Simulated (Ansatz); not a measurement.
**InSe (R3m): the r2SCAN gap against the k mesh of the density**

How far can the k mesh of the density be lowered for the gap of InSe (R3m)?

Program: Ansatz 0.2.0. Level of theory: DFT, r2SCAN, plane waves, PAW. Results are calculated unless marked as measured.

The database entry behind the starting cell differs from later determinations by our own check (c about 1.5 % long), so it need not match the best structure at ambient conditions.

**1. Set-up**

It takes space group R3m (No. 160, trigonal). Conventional cell: a = 4.000 Å, b = 4.000 Å, c = 25.320 Å, α = 90.00°, β = 90.00°, γ = 120.00°. In has 3 Se at 2.64 Å and 1 In at 2.82 Å nearest. Nearest to In lie 3 Se at 2.63 Å and 1 In at 2.82 Å. Se has 3 In at 2.64 Å nearest. Nearest to Se lie 3 In at 2.63 Å. Farther neighbours and most contacts between anions are not listed.

The cell and positions come from the Crystallography Open Database and are kept as given unless a step says otherwise. The default PAW set here is soft_2. Its files were made with PBE.

**2. k mesh of the density: 2×2×2**

The input, input.yaml:

```yaml
crystal:
  lattice:
    - [2.0, 1.1547005384, 8.44]
    - [-2.0, 1.1547005384, 8.44]
    - [0.0, -2.3094010768, 8.44]
  atoms:
    - { symbol: In, position: [0.0, 0.0, 0.0] }
    - { symbol: In, position: [0.1114, 0.1114, 0.1114] }
    - { symbol: Se, position: [0.6165, 0.6165, 0.6165] }
    - { symbol: Se, position: [0.8281, 0.8281, 0.8281] }
kpoints:
  mp_grid: { grid: [2, 2, 2] }
  band_path:
    path:
      - [0.0, 0.0, 0.0]
      - [-0.5, -0.5, -0.5]
      - [-0.5, -0.17914517, -0.82085483]
      - [-0.17914517, 0.17914517, -0.5]
      - [0.0, 0.0, -0.5]
      - [0.0, 0.33957259, -0.33957259]
      - [-0.33957259, 0.0, -0.66042741]
      - [-0.5, 0.0, -0.5]
    npoints: 1
hamiltonian:
  xc: r2scan
scf:
  occupations: { method: fixed }
  n_extra_bands: 5
output:
  eigenvalues: true
```

Started as:

```sh
> ansatz run input.yaml --threads 3 --pin off --max-ram 92160MiB --backend cuda --events-out ev --progress --plain --runs-dir out --devices 1 --max-vram 13GiB
```

Numbers of over 12 decimals in the logs are rounded to 6 here.

The log of the run:

```text
basis.fft_grid_basis auto: the FFT boxes are laid along the combinations [[1, 0, -1], [0, 1, -1], [0, 0, 1]] of the cell's own vectors, 4.000, 4.000 and 8.750 Å long. The dense box has 30×30×64 points. Along the cell's own vectors, as sized, it would have 64×64×64, 4.55 times as many. Of the 6 symmetry operations that the crystal satisfies within crystal.symmetry.tolerance (time reversal apart; of a slab, those that  [...]
scf.n_extra_bands = 5 over 29 filled bands (N_el = 58.0): the run solves 34 bands
GPUs: using 1 of 1 available (devices: 1).
Engine: ansatz 0.2.0, x86_64-unknown-linux-gnu
Pseudopotentials: kind: paw
Pseudopotential: In, paw, valence charge 13, recommended cutoff 500 eV (meta_gga), In.paw.azcp
Pseudopotential: Se, paw, valence charge 16, recommended cutoff 500 eV (meta_gga), Se.paw.azcp
Functional definition: r2SCAN
  parameter k0 = 0.174
  parameter k1 = 0.065
  parameter a1 = 4.9479
  exchange = r2scan_x(k0 = k0, k1 = k1, a1 = a1)
  correlation = r2scan_c
concurrent solve slots: 2 of 3 are kept, ahead of what memory takes: no pass of the eigensolver takes more rounds on 2
device memory: the entry about to start is reckoned to put 2.6 GiB on a device that reports 28.4 GiB free (of which the cap on the GPU budget leaves the run 13.0 GiB)
GPU FFT provider: cuFFT
GPU libraries: cuBLAS 13.8.2, cuFFT 12.4.0, cuSOLVER 12.3.4
Crystal: 4 atoms, lattice volume = 116.948 Å³
Basis set: ecut = 500 eV, 2965 PW (Γ), FFT grids on a1−a3, a2−a3, a3, exchange–correlation on 120×120×256 points (64 copies of the dense FFT grid, shifted against one another)
Bands: 34, of which v1, the nominal top of the filled ones, is band 29 counted from 1 (28 counted from 0)
Symmetry: 6 space group operations
Space group: R3m (ITA 160), of the structure as read, at distance tolerance 4.9e-5 Å
k-points: 4 of 8
Non-local potential: In, projectors of the file, l = 0: 2, l = 1: 2, l = 2: 2, l = 3: 2
Non-local potential: Se, projectors of the file, l = 0: 2, l = 1: 2, l = 2: 3, l = 3: 1
PAW form: soft (Blöchl's): semilocal exchange-correlation on the pseudo side does not see the compensation charge
PAW frozen core: In, regenerated for the run's functional (the file was generated under x = pbe(κ = 0.804, μ = 0.219515), c = pbe(β = 0.066725))
PAW frozen core: Se, regenerated for the run's functional (the file was generated under x = pbe(κ = 0.804, μ = 0.219515), c = pbe(β = 0.066725))
PAW one-centre angular grid: In, 590 points (default); XC on 289 of its mesh's 2783 points in the sphere
PAW one-centre angular grid: Se, 590 points (default); XC on 160 Gauss nodes
Initial density: superposition of atomic densities (neutral atoms: chi_scale 0, normalization atom), corrected by the library's trained network
Initial wavefunctions: pseudopotential atomic-orbital guess
GPU buffer pool allocated for 57600 grid points (all kernels)
GPU transforms: local potential and band sums: pruned to the plane-wave sphere, on 30×30×64
Functional: x = r2scan, c = r2scan; τ floored in thin density (d = 2e-4 eV/Å³)
SCF iter   1: F=—  HF=-22181.323089 eV  |F-HF|=—  |Δ(HF+E_count)|=         —  Δρ=1.10e-2  dr2=1.83e-1  dr2_τ=2.31e-2  ethr=1.77e-3  ⟨swp⟩=5.0  Hψ=491  notcnv=0  defer=12
preconditioner: auto → Resta (q_TF=auto, 2.427 Å⁻¹)  ε∞=3.3  [insulator: Δε(μ)=0.846 eV  Ē_g=14.017 eV  n_scr=30 (ndim 8)  ℏωp=21.2 eV  f_vac=0.086  ε∞_Penn≈3.3]
SCF iter   2: F=—  HF=-22181.324423 eV  |F-HF|=—  |Δ(HF+E_count)|=   1.33e-3  Δρ=5.28e-3  dr2=2.88e-2  dr2_τ=9.92e-4  ethr=3.16e-4  ⟨swp⟩=2.5  Hψ=244  notcnv=0  defer=12
SCF iter   3: F=—  HF=-22181.324779 eV  |F-HF|=—  |Δ(HF+E_count)|=   3.56e-4  Δρ=1.97e-3  dr2=4.84e-3  dr2_τ=1.28e-4  ethr=4.96e-5  ⟨swp⟩=3.0  Hψ=256  notcnv=0  defer=12
SCF iter   4: F=—  HF=-22181.325577 eV  |F-HF|=—  |Δ(HF+E_count)|=   7.98e-4  Δρ=4.09e-4  dr2=2.63e-4  dr2_τ=1.18e-5  ethr=8.34e-6  ⟨swp⟩=2.0  Hψ=176  notcnv=0  defer=12
SCF iter   5: F=—  HF=-22181.325696 eV  |F-HF|=—  |Δ(HF+E_count)|=   1.19e-4  Δρ=1.20e-4  dr2=1.82e-5  dr2_τ=4.39e-7  ethr=4.54e-7  ⟨swp⟩=2.0  Hψ=222  notcnv=0  defer=11
SCF iter   6: F=—  HF=-22181.325803 eV  |F-HF|=—  |Δ(HF+E_count)|=   1.06e-4  Δρ=2.39e-5  dr2=7.33e-7  dr2_τ=6.27e-8  ethr=3.14e-8  ⟨swp⟩=3.0  Hψ=236  notcnv=0  defer=4
SCF iter   7: F=-22181.325803 eV  HF=-22181.325803 eV  |F-HF|=2.30e-8  |Δ(HF+E_count)|=   3.43e-7  Δρ=7.88e-6  dr2=7.89e-8  dr2_τ=1.05e-8  ethr=1.72e-10  ⟨swp⟩=9.5  Hψ=547  notcnv=0
SCF 1 converged in 7 iterations: F = -22181.325803 eV  dr2 = 7.89e-8
[...]
device memory: the entry about to start is reckoned to put 2.2 GiB on a device that reports 35.6 GiB free (of which the cap on the GPU budget leaves the run 13.0 GiB)
NSCF: frozen V_eff on 8 k-points
SCF converged after 7 iterations
Free energy (F): -22181.325803 eV
Harris-Foulkes:  -22181.325803 eV  (|F-HF|=2.30e-8)
Internal energy: -22181.325803 eV  (E = F + TS)
E sigma→0 (E₀):  -22181.325803 eV
Fermi energy:    7.146408 eV
--- Per-component energies (eV) ---
  E_band       = -946.316576
  E_kinetic    = 726.978541
  E_local      = -7932.283250  (includes V_loc(G=0)·N_el)
  E_nonlocal   = -455.317865
  E_hartree    = 3663.638613
  E_xc         = -598.631984
  E_vxc        = -424.980018  (∫ρ·V_xc dr)
  E_paw        = -12219.907190  (= ΣΔE_a)
  E_vpaw       = -213.114190  (= ΣTr[D̂ρ^β])
  E_aug_tail   = -0.000403  (compensation charges beyond the density's cutoff)
  E_vtau       = 25.118158  (kinetic-family band-sum trace: ∫τ·v_τ [+ j·A + Jᵃ·Aᵃ] dr)
  E_ewald      = -5364.203816
  E_core_change = -1.598449  (= ΣΔE_core)
  E_smearing   = -0.000000  (= −TS)
  E_closure    = 0.000000  (closes the sum)
  Σ components = -22181.325803   (vs F -22181.325803, Δ=0.00e0)
--- Band table (eV) ---
  k-point 0: bands = [... 25 lower, 5.8254, 5.8254, 5.9157, 5.9157, 9.1837, 9.7087, 11.8245, 11.8245, ... 1 higher]
  k-point 1: bands = [... 25 lower, 4.6971, 4.7519, 4.8459, 5.4049, 8.5811, 9.4114, 11.0994, 11.4708, ... 1 higher]
  k-point 2: bands = [... 25 lower, 4.4070, 4.5804, 5.0437, 5.5694, 8.5974, 9.3657, 10.7625, 11.0917, ... 1 higher]
  k-point 3: bands = [... 25 lower, 5.7516, 5.9963, 5.9963, 7.1464, 7.9802, 9.7488, 11.7419, 11.7419, ... 1 higher]
```

It took 8.3 s on 1 × NVIDIA H100 80GB HBM3 (shared by 6 runs) with 3 threads of AMD EPYC 7R13 (Zen 3), shared host; peak memory 1.1 GiB; 3.5 s of CPU time.

The column dr2 measures how far the density is from self-consistency, as an energy; F and HF (Harris–Foulkes) agree once it is small.

Numbers from this step:

```yaml
gap: 0.8338 eV
valence_top_at: T
conduction_bottom_at: T
least_direct_gap: 0.8338 eV
```

The gap is direct, at (-0.500, -0.500, -0.500).

**3. k mesh of the density: 4×4×4**

input.yaml, as its differences from that of step 2:

```diff
@@ -11,3 +11,3 @@
 kpoints:
-  mp_grid: { grid: [2, 2, 2] }
+  mp_grid: { grid: [4, 4, 4] }
   band_path:
@@ -30 +30,5 @@
   eigenvalues: true
+  write_density: true
+  write_potential: true
+  elf: true
+  volumetric_format: npy
```

The log of the run:

```text
[...]
GPUs: using 1 of 1 available (devices: 1).
[...]
GPU FFT provider: cuFFT
GPU libraries: cuBLAS 13.8.2, cuFFT 12.4.0, cuSOLVER 12.3.4
Crystal: 4 atoms, lattice volume = 116.948 Å³
Basis set: ecut = 500 eV, 2965 PW (Γ), FFT grids on a1−a2, a2, −a2+a3, exchange–correlation on 120×256×120 points (64 copies of the dense FFT grid, shifted against one another)
[...]
--- Band table (eV; the first three rows and the last of 13) ---
  k-point 0: bands = [... 25 lower, 5.6972, 5.6972, 5.7897, 5.7897, 9.1163, 9.6448, 11.8005, 11.8005, ... 1 higher]
  k-point 1: bands = [... 25 lower, 4.9589, 5.0949, 5.2313, 6.0258, 9.4079, 9.6048, 11.5174, 11.7386, ... 1 higher]
  k-point 2: bands = [... 25 lower, 4.6266, 4.6374, 4.7376, 5.3410, 8.5521, 9.3540, 11.0638, 11.4251, ... 1 higher]
  k-point 12: bands = [... 25 lower, 5.6266, 5.8667, 5.8667, 7.0613, 7.9252, 9.6901, 11.7184, 11.7184, ... 1 higher]
[key lines of the parts left out:]
SCF converged after 7 iterations
Free energy (F): -22182.526813 eV
Fermi energy:    7.061302 eV
```

The job ended after 14 s (1 × NVIDIA H100 80GB HBM3 (shared by 6 runs) with 3 threads; peak memory 1.1 GiB).

Numbers from this step:

```yaml
gap: 0.8639 eV
valence_top_at: T
conduction_bottom_at: T
least_direct_gap: 0.8639 eV
```

The gap is 0.864 eV, +0.030 eV from the run before at this level.

**4. k mesh of the density: 6×6×6 (the default)**

input.yaml, the sections that differ from step 3:

```yaml
kpoints:
  mp_grid: { grid: [6, 6, 6] }
  band_path:
    path:
      - [[0.0, 0.0, 0.0], [-0.5, -0.5, -0.5], [-0.5, -0.17914517, -0.82085483]]
      - [[-0.17914517, 0.17914517, -0.5], [0.0, 0.0, -0.5], [0.0, 0.0, 0.0], [0.0, 0.33957259, -0.33957259]]
      - [[-0.33957259, 0.0, -0.66042741], [-0.5, 0.0, -0.5], [0.0, 0.0, 0.0]]
    npoints: 10
scf:
  occupations: { method: fermi_dirac, width: 0.02 }
  n_extra_bands: 5
# crystal, hamiltonian, output: as in step 3
```

The log of the run:

```text
[...]
GPUs: using 1 of 1 available (devices: 1).
[...]
GPU FFT provider: cuFFT
GPU libraries: cuBLAS 13.8.2, cuFFT 12.4.0, cuSOLVER 12.3.4
Crystal: 4 atoms, lattice volume = 116.948 Å³
Basis set: ecut = 500 eV, 2965 PW (Γ), FFT grids on a1−a2, a2, −a2+a3, exchange–correlation on 120×256×120 points (64 copies of the dense FFT grid, shifted against one another)
[...]
--- Band table (eV; the first three rows and the last of 32) ---
  k-point 0: bands = [... 25 lower, 5.6815, 5.6815, 5.7746, 5.7746, 9.1061, 9.6370, 11.7993, 11.7993, ... 1 higher]
  k-point 1: bands = [... 25 lower, 5.1352, 5.3546, 5.4886, 5.9777, 9.5446, 10.1889, 11.2051, 12.0308, ... 1 higher]
  k-point 2: bands = [... 25 lower, 4.8392, 4.8743, 4.9640, 5.8225, 8.8927, 9.4367, 11.2040, 11.6920, ... 1 higher]
  k-point 31: bands = [... 25 lower, 5.6113, 5.8510, 5.8510, 7.0503, 7.9172, 9.6821, 11.7170, 11.7170, ... 1 higher]
[key lines of the parts left out:]
SCF converged after 7 iterations
Free energy (F): -22182.588159 eV
Fermi energy:    7.483713 eV
```

Elapsed: 7.2 s, on 1 × NVIDIA H100 80GB HBM3 (shared by 6 runs) with 3 threads; peak memory 1.1 GiB; 8.9 s of CPU time.

This step gave:

```yaml
gap: 0.8669 eV
valence_top_at: T
conduction_bottom_at: T
least_direct_gap: 0.8669 eV
```

The gap is 0.867 eV, +0.003 eV from the run before at this level.

**5. k mesh of the density: 10×10×10**

input.yaml, the sections that differ from step 4:

```yaml
kpoints:
  mp_grid: { grid: [10, 10, 10] }
  band_path:
    path:
      - [0.0, 0.0, 0.0]
      - [-0.5, -0.5, -0.5]
      - [-0.5, -0.17914517, -0.82085483]
      - [-0.17914517, 0.17914517, -0.5]
      - [0.0, 0.0, -0.5]
      - [0.0, 0.33957259, -0.33957259]
      - [-0.33957259, 0.0, -0.66042741]
      - [-0.5, 0.0, -0.5]
    npoints: 1
scf:
  occupations: { method: fixed }
  n_extra_bands: 5
output:
  eigenvalues: true
# crystal, hamiltonian: as in step 4
```

The log of the run:

```text
[...]
GPUs: using 1 of 1 available (devices: 1).
[...]
GPU FFT provider: cuFFT
GPU libraries: cuBLAS 13.8.2, cuFFT 12.4.0, cuSOLVER 12.3.4
Crystal: 4 atoms, lattice volume = 116.948 Å³
Basis set: ecut = 500 eV, 2965 PW (Γ), FFT grids on a1−a3, a2−a3, a3, exchange–correlation on 120×120×256 points (64 copies of the dense FFT grid, shifted against one another)
[...]
--- Band table (eV; the first three rows and the last of 116) ---
  k-point 0: bands = [... 25 lower, 5.6796, 5.6796, 5.7727, 5.7727, 9.1049, 9.6360, 11.7991, 11.7991, ... 1 higher]
  k-point 1: bands = [... 25 lower, 5.3997, 5.5459, 5.6629, 5.8806, 9.3561, 10.1475, 11.2503, 11.9013, ... 1 higher]
  k-point 2: bands = [... 25 lower, 5.0380, 5.2433, 5.3811, 6.0117, 9.5644, 9.9136, 11.4463, 11.8194, ... 1 higher]
  k-point 115: bands = [... 25 lower, 5.6095, 5.8491, 5.8491, 7.0491, 7.9162, 9.6810, 11.7168, 11.7168, ... 1 higher]
[key lines of the parts left out:]
SCF converged after 7 iterations
Free energy (F): -22182.592853 eV
Fermi energy:    7.049064 eV
```

It took 14 s on 1 × NVIDIA H100 80GB HBM3 (shared by 6 runs) with 3 threads; peak memory 1.1 GiB; 9.5 s of CPU time.

Numbers from this step:

```
gap                  : 0.8671 eV
valence top at       : T
conduction bottom at : T
least direct gap     : 0.8671 eV
```

The gap is 0.867 eV, as in the run before at this level.

**6. The series**

Differences are against the last row; a negative gap means that bands overlap, and a run with a band path holds that path's time. Times are wall times on 1 × NVIDIA H100 80GB HBM3 (shared by 6 runs) with 3 threads of AMD EPYC 7R13 (Zen 3), shared host. The host was busy with other work, so they are no guide to cost.

```tsv
k mesh of the density	gap (eV)	direct gap (eV)	gap error (eV)	energy error (meV/atom)	irreducible k	time
2×2×2	0.834	0.834	−0.033	+316.8	4	8.3 s
4×4×4	0.864	0.864	−0.003	+16.5	13	14 s
6×6×6	0.867	0.867	−0.0002	+1.2	32	7.2 s
10×10×10	0.867	0.867	+0.000	+0.0	116	14 s
```

**7. Results**

| Property | Result |
| --- | --- |
| 2×2×2 | 0.834 eV |
| 4×4×4 | 0.864 eV |
| 6×6×6 | 0.867 eV |
| 10×10×10 | 0.867 eV |

In words: The gap holds to 0.02 eV from 4×4×4 on. At 2×2×2 the gap is off by −0.033 eV and the energy by +317 meV/atom. The gap is read over the mesh and added points near the edges, so meshes differ mainly through the density and, for a hybrid, the exchange operator.

[Paths, hosts, dates, memory and timing lines, banners, echoed tables and standing remarks are left out of the program output.]

[Logs are printed without paths, hosts, clocks, repeated set-up lines and the standing remarks that a program may print on its own settings, such as how far it seeks lower states.]

[Runs of the session that timed out or met a known fault of the program may be left out.]

[Cells called generated may have been cut or substituted from an entry of the Crystallography Open Database or the Materials Project.]

[Hosts, paths, dates, database ids (printed as entryN), source tags and the programs' standing remarks are cut or masked in the printed files.]
